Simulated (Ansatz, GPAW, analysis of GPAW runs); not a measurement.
# Reproducing a measured hyperfine coupling: N2V- centre in diamond (GPAW), part 2 of 2

Subject: N2V- centre in diamond. Wanted: its hyperfine coupling, in one set-up (PBE, plane waves 500 eV, 64-site cell, PBE lattice, k: the zone centre alone then 2x2x2 shifted, start relaxed with Ansatz). The model is a cell of 64 host atoms with 1 site emptied, N put on another atom's site and N put on another atom's site. The isotropic coupling follows from the spin density at the nucleus, the nuclear g-factor and the total spin. A local or semilocal functional is the cheapest first rung.

GPAW 26.7.0; PBE, plane waves 500 eV, 64-site cell, PBE lattice, k: the zone centre alone then 2x2x2 shifted, start relaxed with Ansatz.

So far: Starting point; Relaxation, charge −1.

## Step 2: Relaxation, charge −1 (continued)

Level of this step: GPAW plane-wave PAW DFT, PBE; relaxation of all atoms of a defect supercell (GPAW).

Relaxation path:

```
step  energy less that of the first step (eV)
   0                                   0.0000
   1                                  -0.0011
   2                                  -0.0016
   3                                  -0.0017
```

The atoms nearest to the centre after the run:

```
atom  distance (Å)
 C41         1.663
 C48         1.663
 N26         1.691
  N4         1.695
 C14         2.485
 C22         2.485
 C45         2.514
 C52         2.514
 C36         2.517
 C37         2.517
 C13         2.517
 C20         2.517
 C30         2.519
  C5         2.520
  C6         2.520
  C7         2.524
```

Numbers from this step:

```
total moment : 1.0000 μB
```

From the first step to the last the energy fell by 0.002 eV, and the largest move was 0.007 Å (N26).

## Step 3: Hyperfine parameters

The relaxed structure is kept, and the final numbers are taken at the final level and k-points.

This step: GPAW plane-wave PAW DFT, PBE; single point of a defect supercell.

Contents of run.py:

```python
import numpy as np
from ase.io import read, write
from ase.parallel import parprint, world
from gpaw import GPAW, PW
from gpaw.hyperfine import hyperfine_parameters
from gpaw.mpi import serial_comm
from ase import units

atoms = read('POSCAR')
magmoms = np.zeros(len(atoms))
magmoms[[3, 25, 40, 47]] = 1 / 4
atoms.set_initial_magnetic_moments(magmoms)
calc = GPAW(mode=PW(500),
            xc='PBE',
            kpts={'size': (2, 2, 2), 'gamma': False},
            charge=-1,
            occupations={'name': 'fermi-dirac', 'width': 0.01, 'fixmagmom': True},
            nbands=136,
            convergence={'density': 1e-05, 'bands': 133},
            maxiter=150,
            symmetry={'point_group': False},
            txt='gpaw.txt')
atoms.calc = calc
energy = atoms.get_potential_energy()
forces = atoms.get_forces()
parprint(f'Energy: {energy:.6f} eV, largest force {np.linalg.norm(forces, axis=1).max():.4f} eV/A')
calc.write('gs.gpw')
write('final.xyz', atoms)
parprint('Moments:', atoms.get_magnetic_moments().round(3))
for s in range(calc.get_number_of_spins()):
    parprint('Levels (eV), spin', s, calc.get_eigenvalues(kpt=0, spin=s)[-16:].round(3))
mhz = units._e / units._hplanck * 1e-6 / max(abs(atoms.get_magnetic_moment()), 1e-9)
world.barrier()
if world.rank == 0:
    serial = GPAW('gs.gpw', communicator=serial_comm, txt=None)
    A = hyperfine_parameters(serial)  # eV, to be multiplied by the nuclear g-factor
    parprint('Coupling n 15N (MHz):', round(np.mean([np.trace(A[i]) / 3 for i in [3]]) * -0.56637768 * mhz, 3))
    parprint('Coupling c 13C (MHz):', round(np.mean([np.trace(A[i]) / 3 for i in [40, 47]]) * 1.4048236 * mhz, 3))
```

Contents of POSCAR:

```
C  N  C  N  C 
 1.0000000000000000
     7.1439157092080041   -0.0000000000000009   -0.0000000000000000
     0.0000000000000004    7.1439157092080050   -0.0000000000000000
    -0.0000000000000004   -0.0000000000000018    7.1439157092080032
 C   N   C   N   C  
   3   1  21   1  37
Direct
 -0.0010218485627694 -0.0018340613934052  0.2496863922541649
 -0.0010188446079534  0.2496992941421142 -0.0018502919880427
[... 1 atom line left out ...]
  0.2383810558969763  0.2378391332095334  0.2378216260040887
[... 8 atom lines left out ...]
  0.1257567721357674  0.3807029520931339  0.6240082388226011
  0.3774990817044478  0.1288213421686672  0.6206596018882143
[... 5 atom lines left out ...]
  0.1257539669514937  0.6240269554488105  0.3806833885924306
[... 1 atom line left out ...]
  0.3774966810602214  0.6206819551754730  0.1287977080712235
[... 3 atom lines left out ...]
  0.2383809817079710  0.5116574409309809  0.5116373161134645
[... 9 atom lines left out ...]
  0.6245498787519486  0.1263847176746851  0.3767217489046161
  0.6245500089326558  0.3767373719892861  0.1263682267186329
[... 3 atom lines left out ...]
  0.5123607694981871  0.2418108514037205  0.5076675464305095
[... 3 atom lines left out ...]
  0.6245527959196264  0.3727587458188564  0.6230906538080481
[... 2 atom lines left out ...]
  0.5123615407838831  0.5076906528061610  0.2417861086705758
[... 3 atom lines left out ...]
  0.6245512197532131  0.6231089280998112  0.3727407584845663
[... 10 atom lines left out ...]
  0.8749267844725086  0.8747471378960040  0.8747324106785668
```

Launch:

```
> OMP_NUM_THREADS=1 mpirun -n 4 gpaw python run.py > stdout
```

The program printed:

```text
__  _  _
 | _ |_)|_||  |
 |__||  | ||/\| - 26.7.0

Input parameters:
  mode=PW(ecut=500.0),
  charge=-1,
  convergence={'density': 1e-05, 'bands': 133},
  kpts=MonkhorstPack(size=(2, 2, 2), gamma=False),
  maxiter=150,
  nbands=136,
  occupations=Occupations(name='fermi-dirac', width=0.01, fixmagmom=True),
  symmetry=Symmetry(point_group=False),
  xc=XC(name='PBE')

Diagonalizing LCAO Hamiltonian
Converting LCAO to pw mode

                 C        C
            C  C     C C
         C   C C  C   C C
          C C   C C  C   C
          CC     C C      C
       C    CNC C    CCC
        C      C C    CCC
         CCC C    C C
          C N   C  C C   C
       C   C  C C  C  C
        C     C  C     C
           C        C

Atoms  # Å, Bohr magnetons
|    | symbol |         x |         y |         z |    initial magnetic moments |
|----|--------|-----------|-----------|-----------|-----------------------------|
|  0 |      C | -0.007300 | -0.013102 |  1.783739 | ( 0.0000,  0.0000,  0.0000) |
|  1 |      C | -0.007279 |  1.783831 | -0.013218 | ( 0.0000,  0.0000,  0.0000) |
|  2 |      C |  1.789946 | -0.012755 | -0.012861 | ( 0.0000,  0.0000,  0.0000) |
|  3 |      N |  1.702974 |  1.699103 |  1.698978 | ( 0.0000,  0.0000,  0.2500) |
|  4 |      C |  0.898381 |  0.896355 |  2.634525 | ( 0.0000,  0.0000,  0.0000) |
|  5 |      C |  0.898403 |  2.634635 |  0.896220 | ( 0.0000,  0.0000,  0.0000) |
|  6 |      C |  2.641125 |  0.894468 |  0.894355 | ( 0.0000,  0.0000,  0.0000) |
|  7 |      C |  0.004156 |  0.003816 |  5.350411 | ( 0.0000,  0.0000,  0.0000) |
|  8 |      C |  0.021125 |  1.803990 |  3.550224 | ( 0.0000,  0.0000,  0.0000) |
|  9 |      C |  1.798303 |  0.016842 |  3.552427 | ( 0.0000,  0.0000,  0.0000) |
| 10 |      C |  1.798313 |  1.801802 |  5.337383 | ( 0.0000,  0.0000,  0.0000) |
[...]
| 25 |      N |  1.702974 |  3.655238 |  3.655094 | ( 0.0000,  0.0000,  0.2500) |
[...]
| 58 |      C |  5.353528 |  5.355018 |  5.354911 | ( 0.0000,  0.0000,  0.0000) |
| 59 |      C |  4.459600 |  4.461199 |  6.243610 | ( 0.0000,  0.0000,  0.0000) |
| 60 |      C |  4.459581 |  6.243742 |  4.461099 | ( 0.0000,  0.0000,  0.0000) |
| 61 |      C |  6.245458 |  4.464697 |  4.464579 | ( 0.0000,  0.0000,  0.0000) |
| 62 |      C |  6.250403 |  6.249120 |  6.249015 | ( 0.0000,  0.0000,  0.0000) |

Unit cell  # Å
| periodic |         x |         y |         z |  lengths |    angles |
|----------|-----------|-----------|-----------|----------|-----------|
|      yes |  7.143916 | -0.000000 | -0.000000 | 7.143916 | 90.000000 |
|      yes |  0.000000 |  7.143916 | -0.000000 | 7.143916 | 90.000000 |
|      yes | -0.000000 | -0.000000 |  7.143916 | 7.143916 | 90.000000 |

Number of symmetries: 1
Symmetry operations  # r_c * U_cc + t_c -> r_c
|   | kind |            matrix            |
|---|------|------------------------------|
| 0 |  E   |  1, 0, 0,  0, 1, 0,  0, 0, 1 |

BZ-sampling:
  Number of BZ points: 8
  Number of IBZ points: 4

  Monkhorst-Pack size: [2, 2, 2]
  Monkhorst-Pack shift: [0, 0, 0]

K-points  # in reciprocal-cell coordinates
|   |                                coordinates |     weight |
|---|--------------------------------------------|------------|
| 0 | (  0.25000000,  -0.25000000,  -0.25000000) | 0.25000000 |
| 1 | (  0.25000000,  -0.25000000,   0.25000000) | 0.25000000 |
| 2 | (  0.25000000,   0.25000000,  -0.25000000) | 0.25000000 |
| 3 | (  0.25000000,   0.25000000,   0.25000000) | 0.25000000 |

Plane wave coefficients: 9249
Cutoff: 500.0 eV

Spin-components: 2 (collinear spins)
Bands:           136
Projectors:      315
Spin-degeneracy: 1
Datatype:        complex128

Density:
  Valence electrons: 254.0
  Components: 2
  Grid points: [40 40 40]
  Charge: -1.0  # |e|

Potential:
  Grid points: [40 40 40]

species:
  C:
    name:    Carbon
    Z:       6.0
    valence: 4
    core:    2
    charge:  0.0  # [|e|]
    compensation charges:
      type: gauss
      rc: 0.20  # [Å]
      lmax: 2
    cutoffs:
      filter: 1.14  # [Å]
      core: 1.14  # [Å]
    projectors
    | kind |    occ | energy [eV] | rcut [Å] |
    |------|--------|-------------|----------|
    |   2s |  2.000 |     -13.751 |    0.635 |
    |   2p |  2.000 |      -5.284 |    0.635 |
    |    s |        |      13.461 |    0.635 |
    |    p |        |      21.927 |    0.635 |
    |    d |        |       0.000 |    0.635 |

    Using partial waves for C as LCAO basis

  N:
    name:    Nitrogen
    Z:       7.0
    valence: 5
    core:    2
    charge:  0.0  # [|e|]
    compensation charges:
      type: gauss
      rc: 0.18  # [Å]
      lmax: 2
    cutoffs:
      filter: 1.11  # [Å]
      core: 0.96  # [Å]
    projectors
    | kind |    occ | energy [eV] | rcut [Å] |
    |------|--------|-------------|----------|
    |   2s |  2.000 |     -18.583 |    0.603 |
    |   2p |  3.000 |      -7.089 |    0.529 |
    |    s |        |       8.629 |    0.603 |
    |    p |        |      20.123 |    0.529 |
    |    d |        |       0.000 |    0.577 |

    Using partial waves for N as LCAO basis

Reference energy: -65648.758053  # eV

eigensolver:
  PPCG
  Converge bands: 133
  niter=2

density mixing:
  MSR1-Mixer
  Pratt-step length: 0.05
  Maximum mixing coefficient: 0.75
  Old densities: 10
  SVD Regularization: 0.005
  Good broyden scale: 1.0
  Trust region scale: 1.0
  Backstep threshold: 4.0
  History deletion threshold: 6.0
  Fourier metric: weight=20.0, sigma=0.015

occupation numbers:
  Fixed magnetic moment: 1.000
  Fermi-Dirac:
    width: 0.0100  # eV

poisson solver:
  ecut: 4000.0  # eV
  uniform background charge: -1.0  # electrons

xc functional:
  name: PBE with 2 nearest neighbor stencil

Initialization done in: 19.688 s

convergence criteria:
- Maximum integral of absolute [dens]ity change: 1e-05 electrons / valence electron
- Maximum [total energy] change in last 3 cyles: 0.0005 eV / valence electron
- Maximum integral of absolute [eigenst]ate change: 4e-08 eV^2 / valence electron
maximum number of iterations: 150

SCF iterations
|iter     | |      energy | eigst |  dens |  magmom |
|---------|-|-------------|-------|-------|---------|
|iter:   1| | -565.671624 | +0.22 |       |  +0.9992|
|iter:   2| | -563.626141 | -1.49 | -0.79 |  +0.9993|
|iter:   3| | -551.337684 | -1.04 | -0.82 |  +0.9998|
|iter:   4| | -551.147072 | -0.94 | -1.44 |  +1.0000|
|iter:   5| | -550.622574 | -1.38 | -1.93 |  +1.0000|
|iter:   6| | -550.635593 | -1.92 | -2.31 |  +1.0000|
|iter:   7| | -550.635297c| -2.15 | -2.70 |  +1.0000|
|iter:   8| | -550.635416c| -2.30 | -3.17 |  +1.0000|
|iter:   9| | -550.635449c| -2.44 | -3.65 |  +1.0000|
|iter:  10| | -550.635458c| -2.50 | -3.90 |  +1.0000|
|iter:  11| | -550.635460c| -2.60 | -4.12 |  +1.0000|
|iter:  12| | -550.635461c| -2.77 | -4.38 |  +1.0000|
|iter:  13| | -550.635462c| -2.85 | -4.72 |  +1.0000|
|iter:  14| | -550.635462c| -3.08 | -5.10c|  +1.0000|
|iter:  15| | -550.635462c| -3.16 | -5.49c|  +1.0000|
|iter:  16| | -550.635462c| -3.46 | -5.76c|  +1.0000|
|iter:  17| | -550.635462c| -3.63 | -6.12c|  +1.0000|
|iter:  18| | -550.635462c| -3.87 | -6.42c|  +1.0000|
|iter:  19| | -550.635462c| -4.11 | -6.78c|  +1.0000|
|iter:  20| | -550.635462c| -4.28 | -7.06c|  +1.0000|
|iter:  21| | -550.635462c| -4.51 | -7.47c|  +1.0000|
|iter:  22| | -550.635462c| -4.68 | -7.78c|  +1.0000|
|iter:  23| | -550.635462c| -4.87 | -8.17c|  +1.0000|
|iter:  24| | -550.635462c| -5.11 | -8.30c|  +1.0000|
|iter:  25| | -550.635462c| -5.23 | -8.68c|  +1.0000|
|iter:  26| | -550.635462c| -5.50 | -9.00c|  +1.0000|
|iter:  27| | -550.635462c| -5.66 | -9.35c|  +1.0000|
|iter:  28| | -550.635462c| -5.88 | -9.73c|  +1.0000|
|iter:  29| | -550.635462c| -6.03 |-10.05c|  +1.0000|
|iter:  30| | -550.635462c| -6.25 |-10.29c|  +1.0000|
|iter:  31| | -550.635462c| -6.46 |-10.70c|  +1.0000|
|iter:  32| | -550.635462c| -6.59 |-11.00c|  +1.0000|
|iter:  33| | -550.635462c| -6.84 |-11.40c|  +1.0000|
|iter:  34| | -550.635462c| -6.93 |-11.69c|  +1.0000|
|iter:  35| | -550.635462c| -7.24 |-11.99c|  +1.0000|
|iter:  36| | -550.635462c| -7.30 |-12.22c|  +1.0000|
|iter:  37| | -550.635462c| -7.56c|-12.53c|  +1.0000|

Converged in 37 steps
SCF loop duration: 378.311 s (10.225 s/step)
Energy contributions relative to reference atoms: (reference = -65648.758053)

Energy contributions:
  Kinetic:         528.490941
  Coulomb:        -471.456936
  Zero:              0.554927
  External:          0.000000
  Xc:             -608.224394
  Entropy:          -0.000000
  Spinorbit:         0.000000
  ----------------------------
  Free energy:    -550.635462
  Extrapolated:   -550.635462

dipole moment: (-3.025607, 24.758837, 24.728543)  # |e|*Ang

Total magnetic moment: (0.000000, 0.000000, 1.000000)

Local magnetic moments
|        x |        y |         z |
|----------|----------|-----------|
| 0.000000 | 0.000000 |  0.000986 |  # C    0
| 0.000000 | 0.000000 |  0.000986 |  # C    1
| 0.000000 | 0.000000 |  0.000310 |  # C    2
| 0.000000 | 0.000000 |  0.001038 |  # N    3
| 0.000000 | 0.000000 |  0.000856 |  # C    4
| 0.000000 | 0.000000 |  0.000856 |  # C    5
| 0.000000 | 0.000000 | -0.000404 |  # C    6
| 0.000000 | 0.000000 |  0.001109 |  # C    7
| 0.000000 | 0.000000 |  0.001150 |  # C    8
| 0.000000 | 0.000000 |  0.002704 |  # C    9
[...]
Fermi levels: 15.073, 13.990
Eigenvalues  # (at kpt = [0.250, -0.250, -0.250])
| band index |      eig [eV] | occ [0-1] |      eig [eV] | occ [0-1] |
|------------|---------------|-----------|---------------|-----------|
|          0 |        -9.611 |     1.000 |        -9.603 |     1.000 |
|        ... |               |           |               |           |
|        120 |         9.596 |     1.000 |         9.615 |     1.000 |
|        121 |         9.790 |     1.000 |         9.807 |     1.000 |
|        122 |        10.197 |     1.000 |        10.282 |     1.000 |
|        123 |        10.601 |     1.000 |        10.660 |     1.000 |
|        124 |        10.622 |     1.000 |        10.678 |     1.000 |
|        125 |        11.471 |     1.000 |        11.504 |     1.000 |
|        126 |        12.798 |     1.000 |        13.364 |     1.000 |
|        127 |        13.890 |     1.000 |        14.767 |     0.000 |
|        128 |        16.465 |     0.000 |        16.472 |     0.000 |
|        129 |        16.620 |     0.000 |        16.636 |     0.000 |
|        130 |        16.623 |     0.000 |        16.640 |     0.000 |
|        131 |        16.726 |     0.000 |        16.744 |     0.000 |
|        132 |        16.884 |     0.000 |        16.894 |     0.000 |
|        133 |        16.923 |     0.000 |        16.943 |     0.000 |
|        134 |        17.437 |     0.000 |        17.446 |     0.000 |
|        135 |        17.509 |     0.000 |        17.519 |     0.000 |

Gap: 1.698 eV
Transition (v -> c):
  (s=1, k=3, n=127, [0.25, 0.25, 0.25]) -> (s=0, k=0, n=128, [0.25, -0.25, -0.25])
Direct/indirect transitions are different
Direct gap: 1.698 eV
Transition at: (s=1->0, k=0, n=127, [0.25, -0.25, -0.25])

Forces  # eV/Ang
|        x |        y |        z |
|----------|----------|----------|
[...]
| -0.01589 | -0.00226 | -0.00261 |  # C   58
| -0.00450 |  0.00085 |  0.01524 |  # C   59
| -0.00416 |  0.01517 |  0.00073 |  # C   60
|  0.03372 | -0.00793 | -0.00793 |  # C   61
|  0.00353 |  0.00017 |  0.00008 |  # C   62

# Writing to gs.gpw (mode='')
```

Wall time 6.7 min (4 MPI ranks of Arm Neoverse V1, shared host); peak memory 2.3 GiB; 27 min of CPU time.

Numbers from this step:

```
total moment : 1.000 μB
```

## Step 4: Results

| Quantity | Value |
| --- | --- |
| 15N, isotropic | 2.9 MHz |
| 13C, the two neighbours of the vacancy, isotropic | 157.5 MHz |

In words: 15N, isotropic: computed 2.9 MHz, measured 4.02 MHz; 1.1 MHz (28 %) below the measurement. 13C, the two neighbours of the vacancy, isotropic: computed 157.5 MHz, measured 240.7 MHz; 83.2 MHz (35 %) below the measurement. Only the isotropic (Fermi contact) part is computed, with core polarisation; no vibrational averaging. Limits: the periodic copies of the defect are only 7.1 Å apart.

[Logs are printed without paths, hosts, clocks, repeated set-up lines and the standing remarks that a program may print on its own settings, such as how far it seeks lower states.]

[Hosts, paths, dates, database ids (printed as entryN), source tags and the programs' standing remarks are cut or masked in the printed files.]

[For some hosts the program warned that the k-mesh of the response run may be too coarse for force constants and the static dielectric constant; such warnings are not shown here.]
